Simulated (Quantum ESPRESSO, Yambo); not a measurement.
# Quasiparticle gap of BaAlGeH (P3m1) in Yambo, part 3 of 3

Aim: the G0W0 gap of BaAlGeH (P3m1) on PBEsol, step by step.

Quantum ESPRESSO 7.5 and Yambo 5.3.0; PBEsol and many-body steps on it, plane waves. Known limits of the many-body steps: not at the basis limit; exchange with frozen shells missing; no spin-orbit coupling; coarse k mesh.

So far. Step 3 (Bands along the symmetry lines): The gap is 0.744 eV, −0.041 eV from the run before at this level. Step 4 (Empty states on the mesh, 3×3×4 mesh, 81 bands): On this mesh the gap is 0.933 eV. The earlier step found 0.785 eV, so this mesh misses an edge.

## 6. Screening and self-energy, 3×3×4 mesh, 81 bands, screening to 88.4 eV

G0W0 replaces the xc potential by the self-energy, built once from these orbitals. Only a window of levels is corrected, while the sums run over the empty bands that the input names.

This step: G0W0 on PBEsol, plane waves, norm-conserving pseudopotentials.

gw1.in reads:

```
HF_and_locXC
gw0
dyson
ppa
em1d
rim_cut
RandQpts= 1000000
RandGvec= 1 RL
EXXRLvcs= 70 Ry
VXCRLvcs= 280 Ry
Chimod= "HARTREE"
% BndsRnXp
 1 | 81 |
%
NGsBlkXp= 6.5 Ry
% LongDrXp
 1 | 1 | 1 |
%
% GbndRnge
 1 | 81 |
%
DysSolver= "n"
ExtendOut
PPAPntXp= 27.21138 eV
% QPkrange
 3 | 3 | 13 | 16 |
 10 | 10 | 13 | 16 |
 1 | 1 | 13 | 16 |
%
```

On the command line:

```console
> OMP_NUM_THREADS=1 mpirun -n 4 yambo -F gw1.in -J gw1 -C gw1 > gw1.log
```

What it wrote:

```text
 Yambo, version 5.3.0

 [02] CORE Variables Setup
 =========================

  [... cell, symmetries and grids as in the set-up ...]

  [02.05] Energies & Occupations
  ==============================

  [X] === General ===
  [X] Electronic Temperature                        :  0.000000  0.000000 [eV K]
  [X] Bosonic    Temperature                        :  0.000000  0.000000 [eV K]
  [X] Finite Temperature mode                       : no
  [X] El. density                                   :  0.32835E+24 [cm-3]
  [X] Fermi Level                                   :  7.863334 [eV]

  [X] === Gaps and Widths ===
  [X] Conduction Band Min                           :  0.932700 [eV]
  [X] Valence Band Max                              :  0.000000 [eV]
  [X] Filled Bands                                  :  14
  [X] Empty Bands                                   :   15   81
  [X] Direct Gap                                    :  1.324682 [eV]
  [X] Direct Gap localized at k                     :  10
  [X] Indirect Gap                                  :  0.932700 [eV]
  [X] Indirect Gap between kpts                     :   3  10
  [X] Last valence band width                       :  0.927907 [eV]
  [X] 1st conduction band width                     :  2.208528 [eV]

 [03] Transferred momenta grid and indexing
 ==========================================

 IBZ Q-points                                      :  10
 BZ  Q-points                                      :   36

 K/Q-points units:
 rlu = crystal or reduced units; cc = cartesian coordinates; iku = interal k-units

 Q [ 1]         [rlu]:  0.000000  0.000000  0.000000
 Q [ 2]         [rlu]:  0.000000  0.000000  0.250000
 Q [ 3]         [rlu]:  0.000000  0.000000 -0.500000
 Q [ 4]         [rlu]: -0.50022E-17  0.33333       0.0000
 Q [ 5]         [rlu]: -0.50022E-17  0.33333      0.25000
 Q [ 6]         [rlu]: -0.50022E-17  0.33333     -0.50000
 Q [ 7]         [rlu]:  0.333333  0.333333  0.000000
 Q [ 8]         [rlu]:  0.333333  0.333333  0.250000
 Q [ 9]         [rlu]:  0.333333  0.333333 -0.500000
 Q [10]         [rlu]:  0.50022E-17 -0.33333      0.25000

 [04] Coloumb potential Random Integration (RIM)
 ===============================================

  [04.01] RIM initialization
  ==========================

  * Diagonal components only detected *

  8 x (sBL volume)        :  0.095788 [a.u.]
  sBZ random points       :  1000000
  Points outside the sBZ  :   7994252
  RL volume               :  0.431045 [a.u.]
  Integrated volume       :  0.431355 [a.u.]

  [04.02] RIM integrals
  =====================

  Gamma point sphere radius             :  0.082995 [a.u.]
  Points outside the sphere             :   799854
  [Int_sBZ(q=0) 1/q^2]*(Vol_sBZ)^(-1/3) =:  7.456237
                                 should be <:  7.795600

  Summary of Coulomb integrals for non-metallic bands |Q|[au] RIM/Bare

  Q [1] 0.100000E-4 0.956467 * Q [2] 0.159360 0.799776
  Q [4] 0.294547 1.126168 * Q [3] 0.318719 0.944839
  Q [5] 0.334894 1.062290 * Q [10] 0.334894 1.062718
  Q [6] 0.433982 1.009440 * Q [7] 0.510171 1.040563
  Q [8] 0.534481 1.031671 * Q [9] 0.601545 1.016757

 [05] Dipoles
 ============

  [05.01] Setup: observables and procedures
  =========================================

  [WARNING] [x,Vnl] slows the Dipoles computation. To neglect it rename the ns.kb_pp file

 [06] Dynamic Dielectric Matrix (PPA)
 ====================================

 [WR./gw1//ndb.pp]---------------------------------------------------------------
  Brillouin Zone Q/K grids (IBZ/BZ)                :   10   36   10   36
  RL vectors                                       :   6909 [WF]
  Coulomb cutoff potential                         : none
  Electronic Temperature                           :  0.000000 [K]
  Bosonic    Temperature                           :  0.000000 [K]
  PPA    diel. fun.  energies                      : Perdew, Burke & Ernzerhof SOL(X)+Perdew, Burke & Ernzerhof SOL(C)
  wavefunctions                                    : Perdew, Burke & Ernzerhof SOL(X)+Perdew, Burke & Ernzerhof SOL(C)
  Global Gauge                                     : length
  X matrix size                                    :  159
  X band range                                     :    1   81
  X e/h energy range                               : -1.000000 -1.000000 [eV]
  X Time ordering                                  : R
  X Hxc Kernel                                     : HARTREE
  X Drude frequency                                :  0.000000  0.000000
  X poles                                          :  100.0000 [o/o]
  RL vectors in the sum                            :   6909
  [r,Vnl] included                                 : yes
  Field direction                                  :  0.577350E-5  0.577350E-5  0.577350E-5
  BZ energy Double Grid                            : no
  BZ energy DbGd points                            : 0
  BZ Q point size factor                           : -1.000000
  X Optical Averaged directions                    : none

 [07] Local Exchange-Correlation + Non-Local Fock
 ================================================

 [VXC] Plane waves :   45473
 [EXS] Plane waves :   5667

 QP @ state[ 1 ] K range:  1  1
 QP @ state[ 1 ] b range:  13  16
 QP @ state[ 2 ] K range:  3  3
 QP @ state[ 2 ] b range:  13  16
 QP @ state[ 3 ] K range:  10  10
 QP @ state[ 3 ] b range:  13  16

 [xc] Functional : Perdew, Burke & Ernzerhof SOL(X)+Perdew, Burke & Ernzerhof SOL(C)
 [xc] LIBXC used to calculate xc functional
  PP Number of Atomic Species                      :   4
  NLCC RL compoments                               :   45473
  PP Number of Atomic Species                      :   4
  NLCC RL compoments                               :   45473

 [xc] E_xc :  -14.60105 [Ha]
      E_xc :  -29.20211 [Ry]

  Local XC kind (lXC) : Perdew, Burke & Ernzerhof SOL(X)+Perdew, Burke & Ernzerhof SOL(C)
  Non-Local XC kind (nlXC) : Hartree-Fock

  Corrections @ K [1] :  [eV]
 <13|nlXC|13> = -12.44620  0.17405E-16 <13|lXC|13> = -10.63922 -0.18882E-15
 <14|nlXC|14> = -12.44541 -0.22776E-16 <14|lXC|14> = -10.63922  0.37763E-15
 <15|nlXC|15> = -6.350843  0.17186E-18 <15|lXC|15> = -10.04060  0.18882E-15
 <16|nlXC|16> = -5.657879  0.26983E-17 <16|lXC|16> = -9.930246  0.000000

  Corrections @ K [3] :  [eV]
 <13|nlXC|13> = -12.96465 -0.46543E-17 <13|lXC|13> = -11.03532  0.94408E-16
 <14|nlXC|14> = -11.95901 -0.51572E-17 <14|lXC|14> = -10.55733 -0.47204E-16
 <15|nlXC|15> = -6.966089 -0.46098E-17 <15|lXC|15> = -10.67951 -0.94408E-16
 <16|nlXC|16> = -5.413474 -0.29073E-17 <16|lXC|16> = -9.547492 -0.59005E-16

  Corrections @ K [10] :  [eV]
 <13|nlXC|13> = -12.61264  0.11033E-16 <13|lXC|13> = -10.49683 -0.18882E-15
 <14|nlXC|14> = -11.45972  0.14915E-16 <14|lXC|14> = -10.09412  0.47204E-16
 <15|nlXC|15> = -5.498832  0.13092E-17 <15|lXC|15> = -9.134134  0.000000
 <16|nlXC|16> = -5.347319  0.27036E-17 <16|lXC|16> = -9.504191 -0.47204E-16

  [07.01] Hartree-Fock occupations report
  =======================================

  [Hartree-Fock] === General ===
  [Hartree-Fock] Electronic Temperature             :  0.000000  0.000000 [eV K]
  [Hartree-Fock] Bosonic    Temperature             :  0.000000  0.000000 [eV K]
  [Hartree-Fock] Finite Temperature mode            : no
  [Hartree-Fock] El. density                        :  0.32835E+24 [cm-3]
  [Hartree-Fock] Fermi Level                        :  7.863334 [eV]

  [Hartree-Fock] === Gaps and Widths ===
  [Hartree-Fock] Conduction Band Min                :  1.187135 [eV]
  [Hartree-Fock] Valence Band Max                   : -0.258356 [eV]
  [Hartree-Fock] Filled Bands                       :  14
  [Hartree-Fock] Empty Bands                        :   15   81
  [Hartree-Fock] Direct Gap                         :  1.554618 [eV]
  [Hartree-Fock] Direct Gap localized at k          :  2
  [Hartree-Fock] Indirect Gap                       :  1.445491 [eV]
  [Hartree-Fock] Indirect Gap between kpts          :   2   4
  [Hartree-Fock] Last valence band width            :  1.972426 [eV]
  [Hartree-Fock] 1st conduction band width          :  3.871773 [eV]

 [08] Dyson equation: Newton solver
 ==================================

  [08.01] G0W0 (W PPA)
  ====================

  [  GW  ] Bands range     :    1   81
  [GW/PPA] G damping       :  0.100000 [eV]

  QP @ state[ 1 ] K range:  1  1
  QP @ state[ 1 ] b range:  13  16
  QP @ state[ 2 ] K range:  3  3
  QP @ state[ 2 ] b range:  13  16
  QP @ state[ 3 ] K range:  10  10
  QP @ state[ 3 ] b range:  13  16

   Sc/G bands                                       :    1   81
   Sc/G damping                                     :  0.100000 ev
   Sc bands terminator                              : no
   Sx RL components                                 :   5667

   QP @ state[ 1 ] K range                          :  1  1
   QP @ state[ 1 ] b range                          :  13  16
   QP @ state[ 2 ] K range                          :  3  3
   QP @ state[ 2 ] b range                          :  13  16
   QP @ state[ 3 ] K range                          :  10  10
   QP @ state[ 3 ] b range                          :  13  16
   GF energies kind                                 : Perdew, Burke & Ernzerhof SOL(X)+Perdew, Burke & Ernzerhof SOL(C)
   GF WF`s kind                                     : Perdew, Burke & Ernzerhof SOL(X)+Perdew, Burke & Ernzerhof SOL(C)
   Xs energies kind                                 : Perdew, Burke & Ernzerhof SOL(X)+Perdew, Burke & Ernzerhof SOL(C)
   Xs WF`s kind                                     : Perdew, Burke & Ernzerhof SOL(X)+Perdew, Burke & Ernzerhof SOL(C)

 [11] Game Over & Game summary
```

Wall time 46 s (4 MPI ranks of Arm Neoverse V1, shared host); peak memory 1.7 GiB.

This step gave:

```yaml
g0w0_gap_on_the_points_computed: 1.458 eV
starting_gap_on_the_mesh: 0.9327 eV
k_of_the_valence_top: 0, 0, -0.5
k_of_the_conduction_bottom: 0, -0.3333, 0.25
least_direct_g0w0_gap_on_the_computed_points: 1.844 eV
z_at_the_valence_top: 0.7813
z_at_the_conduction_bottom: 0.7927
```

The gap on the mesh goes from 0.93 eV to 1.46 eV, a correction of +0.53 eV. The start differs from the 0.78 eV found before because the two sample other k points.

Limits: finite bands, cutoff and mesh; exchange with frozen shells missing; no spin-orbit coupling; coarse k mesh. v1 is the top filled band, c1 the lowest empty one. The levels before and after the correction (eV, zero at the valence-band top of each column):

```tsv
	conduction bottom	valence top
Kohn-Sham	0.93	0.00
G0W0	1.46	0.00
```

```tsv
	level	energy (eV)
Kohn-Sham	(0 0 -0.5) v2	-0.048
Kohn-Sham	(0 0 -0.5) v1	0.000
Kohn-Sham	(0 0 -0.5) c1	1.345
Kohn-Sham	(0 0 -0.5) c2	1.932
Kohn-Sham	(0 -0.333 0.25) v2	-1.136
Kohn-Sham	(0 -0.333 0.25) v1	-0.392
Kohn-Sham	(0 -0.333 0.25) c1	0.933
Kohn-Sham	(0 -0.333 0.25) c2	2.461
G0W0	(0 0 -0.5) v2	-0.199
G0W0	(0 0 -0.5) v1	0.000
G0W0	(0 0 -0.5) c1	1.860
G0W0	(0 0 -0.5) c2	2.611
G0W0	(0 -0.333 0.25) v2	-1.274
G0W0	(0 -0.333 0.25) v1	-0.386
G0W0	(0 -0.333 0.25) c1	1.458
G0W0	(0 -0.333 0.25) c2	3.073
```

## 7. Where the time went

Times are wall times on the hardware named with each run, good to a factor of about two.

```tsv
step	time	share	memory (GiB)
ground state	15 s	16 %	0.35
bands along the symmetry lines	15 s	16 %	0.28
empty states on the mesh	12 s	13 %	0.38
conversion and set-up	3.3 s	4 %	0.24
screening and self-energy	46 s	51 %	1.7
```

## 8. What came out

```
PBEsol gap                           : 0.74 eV, indirect
G0W0 gap on the mesh                 : 1.46 eV
G0W0 gap over the zone (rigid shift) : 1.27 eV
GW settings                          : 3×3×4 mesh, 81 bands, screening to 88.4 eV, Godby-Needs plasmon pole
known limits                         : not at the basis limit; exchange with frozen shells missing; no spin-orbit coupling; coarse k mesh
```

**Reading.** G0W0 moves the gap on the mesh from 0.93 eV to 1.46 eV (+0.53 eV), with Z of 0.78 and 0.79 at the edges. The mesh misses the band edges by 0.19 eV in all; a rigid shift gives 1.27 eV for the zone. Only 3 of the mesh's irreducible points were corrected, so a valley elsewhere could overtake. The dearest step here is «screening and self-energy». Bands and cutoff are finite, so the gap is not at the basis limit. The miss can reach some tenths of an eV and take either sign; the mesh is an error of its own. In the G0W0 run levels were corrected at 3 k points alone, so a gap called «on the mesh» is the least over those, and an edge elsewhere would be missed. A denser mesh or path gives a starting gap of 0.74 eV: the GW mesh misses a band edge, so its gaps are not the fundamental one. The 3×3×4 mesh is coarse for this cell, which bears on the long-range parts of exchange and screening. The norm-conserving file of at least one element keeps a d shell over frozen s and p shells of the same row. Exchange with those shells is missing from the self-energy, an error of 0.3 to 0.9 eV in cases checked, whose sign depends on which edge lies on those atoms. The many-body steps are scalar-relativistic: spin-orbit coupling is not in them.

[Paths, hosts, dates, memory and timing lines, banners, echoed tables and standing remarks are left out of the program output.]

[Logs are printed without paths, hosts, clocks, repeated set-up lines and the standing remarks that a program may print on its own settings, such as how far it seeks lower states.]

[Runs of the session that timed out or met a known fault of the program may be left out.]

[Hosts, paths, dates, database ids (printed as entryN), source tags and the programs' standing remarks are cut or masked in the printed files.]
